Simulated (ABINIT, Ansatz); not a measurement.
# Converging GW for P2Ir (P2_1/c) in ABINIT

Aim: raise bands and screening cutoff together for P2Ir (P2_1/c) and follow gap and time.

Method: LDA and many-body steps on it, plane waves, in ABINIT 10.8.3.

This is a report of a sequence of runs, with most program output left out.

**1. Starting point**

It takes space group P2_1/c (No. 14, monoclinic). Conventional cell: a = 5.772 Å, b = 5.807 Å, c = 5.872 Å, α = 90.00°, β = 111.25°, γ = 90.00°. Nearest to P lie 1 P at 2.22 Å and 3 Ir at 2.41 to 2.42 Å. Nearest to P lie 1 P at 2.22 Å and 3 Ir at 2.33 to 2.35 Å. Ir has 6 P at 2.33 to 2.42 Å nearest. Farther neighbours are not listed.

The cell and positions are those that the Materials Project relaxed with its own functionals (PBE, PBE+U or r2SCAN), kept fixed. Spin-orbit coupling is left out unless a step names it.

**2. Empty states on the mesh, 2×2×2 mesh, 661 bands**

This step: ABINIT 10.8.3; DFT, LDA, plane waves, norm-conserving pseudopotentials.

The sums over transitions need many empty states on a uniform mesh; this step solves for them.

run.abi

```
acell 3*1.0 Angstrom
rprim 
  5.772335097500 0.000000000000 -0.000000000000
  0.000000000000 5.806731510000 0.000000000000
  -2.128499726500 0.000000000000 5.473140883600
ntypat 2
znucl 15 77
natom 12
typat 1 1 1 1 1 1 1 1 2 2 2 2
xred 
  0.158006700000 0.881881860000 0.870287720000
  0.841993300000 0.381881860000 0.629712280000
  0.841993300000 0.118118140000 0.129712280000
  0.158006700000 0.618118140000 0.370287720000
  0.334322990000 0.377205270000 0.188546390000
  0.665677010000 0.877205270000 0.311453610000
  0.665677010000 0.622794730000 0.811453610000
  0.334322990000 0.122794730000 0.688546390000
  0.271866410000 0.498830410000 0.791578690000
  0.728133590000 0.998830410000 0.708421310000
  0.728133590000 0.501169590000 0.208421310000
  0.271866410000 0.001169590000 0.291578690000
pp_dirpath "pseudos"
pseudos "P.upf, Ir.upf"
ecut 24
ngkpt 2 2 2
nshiftk 1
shiftk 0 0 0
kptopt 1
chksymbreak 0
iscf -2
irdden 1
istwfk *1
nband 661
nbdbuf 60
tolwfr 1e-09
nstep 60
prtvol 0
indata_prefix "in"
outdata_prefix "out"
tmpdata_prefix "tmp"
```

Launch:

```console
$ OMP_NUM_THREADS=2 mpirun -n 8 abinit run.abi > log
```

The job ended after 5.4 min (8 MPI ranks of Arm Neoverse V2, shared host; peak memory 1.4 GiB; 67 min of CPU time).

Numbers from this step:

```
gap                                                           : 0.6207 eV
k of the valence top                                          : 0.5, 0.5, 0.5
k of the conduction bottom                                    : 0, 0, 0
least direct gap                                              : 1.526 eV
k points computed                                             : 8
lowest point of the top converged band, above the valence top : 105.8689 eV
```

On this mesh the gap is 0.621 eV.

The density comes from a self-consistent run that is not shown.

**3. Screening, 2×2×2 mesh, 122 bands, screening to 76.2 eV**

The RPA dielectric matrix is built and inverted for each q.

This step: RPA screening on LDA, plane waves, norm-conserving pseudopotentials.

run.abi: that of step 2 with these lines changed.

```diff
@@ -30,10 +30,11 @@
 chksymbreak 0
-iscf -2
-irdden 1
 istwfk *1
-nband 661
-nbdbuf 60
-tolwfr 1e-09
-nstep 60
-prtvol 0
+occopt 1
+irdwfk 1
+optdriver 3
+nband 122
+ecuteps 2.8
+inclvkb 2
+awtr 1
+symchi 1
 indata_prefix "in"
```

Launch:

```console
$ OMP_NUM_THREADS=1 mpirun -n 16 abinit run.abi > log
```

It took 43 s on 16 MPI ranks; peak memory 8.3 GiB; 12 min of CPU time.

This step gave:

* ε∞ with local fields, on this mesh, along the program's q direction: 19.08
* the same without local fields: 19.92
* plasma frequency: 28.49 eV
* plane waves in the screening matrix: 267

Local fields lower ε∞ by 4 %. On a Γ-centred mesh this coarse the value itself is usually too large, while a short band sum pulls it down.

**4. 122 bands, 76.2 eV**

The self-energy is evaluated for the states that the input lists, and the levels follow from it, in one-shot runs by the linearised quasiparticle equation.

This step: G0W0 on LDA, plane waves, norm-conserving pseudopotentials.

run.abi: that of step 3 with these lines changed.

```diff
@@ -33,8 +33,19 @@
 irdwfk 1
-optdriver 3
+optdriver 4
 nband 122
+gwcalctyp 0
+ecutsigx 24
+symsigma 1
+nkptgw 3
+kptgw 
+  0.5000000000 0.5000000000 0.5000000000
+  0.0000000000 0.0000000000 0.0000000000
+  0.0000000000 0.5000000000 0.5000000000
+bdgw 
+  53 56
+  53 56
+  53 56
 ecuteps 2.8
-inclvkb 2
-awtr 1
-symchi 1
+irdscr 1
+ppmodel 1
 indata_prefix "in"
```

It took 5.3 s on 16 MPI ranks; peak memory 2.5 GiB; 82 s of CPU time.

This step gave:

```
G0W0 gap on the points computed              : 1.315 eV
starting gap on the mesh                     : 0.6207 eV
k of the valence top                         : 0, 0.5, 0.5
k of the conduction bottom                   : 0, 0, 0
Z at the valence top                         : 0.804
Z at the conduction bottom                   : 0.799
least direct G0W0 gap on the computed points : 2.113 eV
```

The gap on the mesh goes from 0.62 eV to 1.32 eV, a correction of +0.69 eV.

**5. Screening, 2×2×2 mesh, 277 bands, screening to 141.5 eV**

This step: RPA screening on LDA, plane waves, norm-conserving pseudopotentials.

run.abi: that of step 4 with these lines changed.

```diff
@@ -33,19 +33,8 @@
 irdwfk 1
-optdriver 4
-nband 122
-gwcalctyp 0
-ecutsigx 24
-symsigma 1
-nkptgw 3
-kptgw 
-  0.5000000000 0.5000000000 0.5000000000
-  0.0000000000 0.0000000000 0.0000000000
-  0.0000000000 0.5000000000 0.5000000000
-bdgw 
-  53 56
-  53 56
-  53 56
-ecuteps 2.8
-irdscr 1
-ppmodel 1
+optdriver 3
+nband 277
+ecuteps 5.2
+inclvkb 2
+awtr 1
+symchi 1
 indata_prefix "in"
```

It took 2.9 min on 16 MPI ranks; peak memory 11 GiB; 46 min of CPU time.

This step gave:

```
ε∞ with local fields, on this mesh, along the program's q direction : 18.81
the same without local fields                                       : 20.04
plasma frequency                                                    : 28.49 eV
plane waves in the screening matrix                                 : 701
```

**6. 277 bands, 141.5 eV**

This step: G0W0 on LDA, plane waves, norm-conserving pseudopotentials.

run.abi: that of step 5 with these lines changed.

```diff
@@ -33,8 +33,19 @@
 irdwfk 1
-optdriver 3
+optdriver 4
 nband 277
+gwcalctyp 0
+ecutsigx 24
+symsigma 1
+nkptgw 3
+kptgw 
+  0.5000000000 0.5000000000 0.5000000000
+  0.0000000000 0.0000000000 0.0000000000
+  0.0000000000 0.5000000000 0.5000000000
+bdgw 
+  53 56
+  53 56
+  53 56
 ecuteps 5.2
-inclvkb 2
-awtr 1
-symchi 1
+irdscr 1
+ppmodel 1
 indata_prefix "in"
```

Run time: 35 s. Hardware: 16 MPI ranks; peak memory 7.1 GiB; 9.4 min of CPU time.

This step gave:

* G0W0 gap on the points computed: 1.366 eV
* starting gap on the mesh: 0.6207 eV
* k of the valence top: 0, 0.5, 0.5
* k of the conduction bottom: 0, 0, 0
* Z at the valence top: 0.8
* Z at the conduction bottom: 0.795
* least direct G0W0 gap on the computed points: 2.152 eV

Against G0W0 in ABINIT (2×2×2 mesh, 122 bands, screening to 76.2 eV, Godby-Needs plasmon pole), the gap moves by +0.051 eV.

**7. Screening, 2×2×2 mesh, 601 bands, screening to 217.7 eV**

This step: RPA screening on LDA, plane waves, norm-conserving pseudopotentials.

run.abi: that of step 6 with these lines changed.

```diff
@@ -33,19 +33,8 @@
 irdwfk 1
-optdriver 4
-nband 277
-gwcalctyp 0
-ecutsigx 24
-symsigma 1
-nkptgw 3
-kptgw 
-  0.5000000000 0.5000000000 0.5000000000
-  0.0000000000 0.0000000000 0.0000000000
-  0.0000000000 0.5000000000 0.5000000000
-bdgw 
-  53 56
-  53 56
-  53 56
-ecuteps 5.2
-irdscr 1
-ppmodel 1
+optdriver 3
+nband 601
+ecuteps 8
+inclvkb 2
+awtr 1
+symchi 1
 indata_prefix "in"
```

It took 13 min on 16 MPI ranks; peak memory 14 GiB; 3.3 h of CPU time.

Numbers from this step:

* ε∞ with local fields, on this mesh, along the program's q direction: 18.79
* the same without local fields: 20.05
* plasma frequency: 28.49 eV
* plane waves in the screening matrix: 1313

**8. 601 bands, 217.7 eV**

This step: G0W0 on LDA, plane waves, norm-conserving pseudopotentials.

run.abi: that of step 7 with these lines changed.

```diff
@@ -33,8 +33,20 @@
 irdwfk 1
-optdriver 3
+optdriver 4
 nband 601
+gwcalctyp 0
+ecutsigx 24
+symsigma 1
+nkptgw 3
+kptgw 
+  0.5000000000 0.5000000000 0.5000000000
+  0.0000000000 0.0000000000 0.0000000000
+  0.0000000000 0.5000000000 0.5000000000
+bdgw 
+  53 56
+  53 56
+  53 56
 ecuteps 8
-inclvkb 2
-awtr 1
-symchi 1
+irdscr 1
+ppmodel 1
+gwmem 01
 indata_prefix "in"
```

The job ended after 4 min (16 MPI ranks; peak memory 8.3 GiB).

Numbers from this step:

```yaml
g0w0_gap_on_the_points_computed: 1.347 eV
starting_gap_on_the_mesh: 0.6207 eV
k_of_the_valence_top: 0, 0.5, 0.5
k_of_the_conduction_bottom: 0, 0, 0
least_direct_g0w0_gap_on_the_computed_points: 2.122 eV
```

Against G0W0 in ABINIT (2×2×2 mesh, 277 bands, screening to 141.5 eV, Godby-Needs plasmon pole), the gap moves by −0.019 eV.

**9. Side by side**

Times are wall times on 16 MPI ranks of Arm Neoverse V2, shared host, good to a factor of about two. A run's time includes the screening step that it read.

| run | mesh | bands | screening cutoff (eV) | DFT gap (eV) | gap on the mesh (eV) | direct (eV) | ε∞ used | time |
| --- | --- | --- | --- | --- | --- | --- | --- | --- |
| 122 bands, 76.2 eV | 2×2×2 | 122 | 76.2 | 0.621 | 1.315 | 2.113 | 19.08 | 49 s |
| 277 bands, 141.5 eV | 2×2×2 | 277 | 141.5 | 0.621 | 1.366 | 2.152 | 18.81 | 3.5 min |
| 601 bands, 217.7 eV | 2×2×2 | 601 | 217.7 | 0.621 | 1.347 | 2.122 | 18.79 | 17 min |

**10. Outcome**

- 122 bands, 76.2 eV: 1.315 eV
- 277 bands, 141.5 eV: 1.366 eV
- 601 bands, 217.7 eV: 1.347 eV
- known limits: not at the basis limit; no spin polarisation; d states lean on the start; no spin-orbit coupling; coarse k mesh

What this shows: From the first rung to the last the gap moves by +0.03 eV for 20 times the time. The gap turns back along the series, so no limit is drawn from it. In the G0W0 runs levels were corrected at 3 k points alone, so a gap called «on the mesh» is the least over those, and an edge elsewhere would be missed. The 2×2×2 mesh is coarse for this cell, which bears on the long-range parts of exchange and screening. The runs have no spin polarisation. For a closed low-spin shell that is the natural state; where a d or f shell is open it is a constraint, and the gap is then not the crystal's own. With d states at the gap, one-shot GW leans hard on its start. The many-body steps are scalar-relativistic: spin-orbit coupling is not in them.

[Paths, hosts, dates, memory and timing lines, banners, echoed tables and standing remarks are left out of the program output.]

[Logs are printed without paths, hosts, clocks, repeated set-up lines and the standing remarks that a program may print on its own settings, such as how far it seeks lower states.]

[Runs of the session that timed out or met a known fault of the program may be left out.]

[Hosts, paths, dates, database ids (printed as entryN), source tags and the programs' standing remarks are cut or masked in the printed files.]

[G0W0 gaps are taken among the corrected bands and points alone; a level outside them can change the order at an edge.]

[Where Ansatz stands beside ABINIT at settings called matched, ABINIT's density can come from a denser mesh and the files from another edition; pairs whose starting gaps differed by over 0.03 eV were left out, so agreement reads better than it is.]
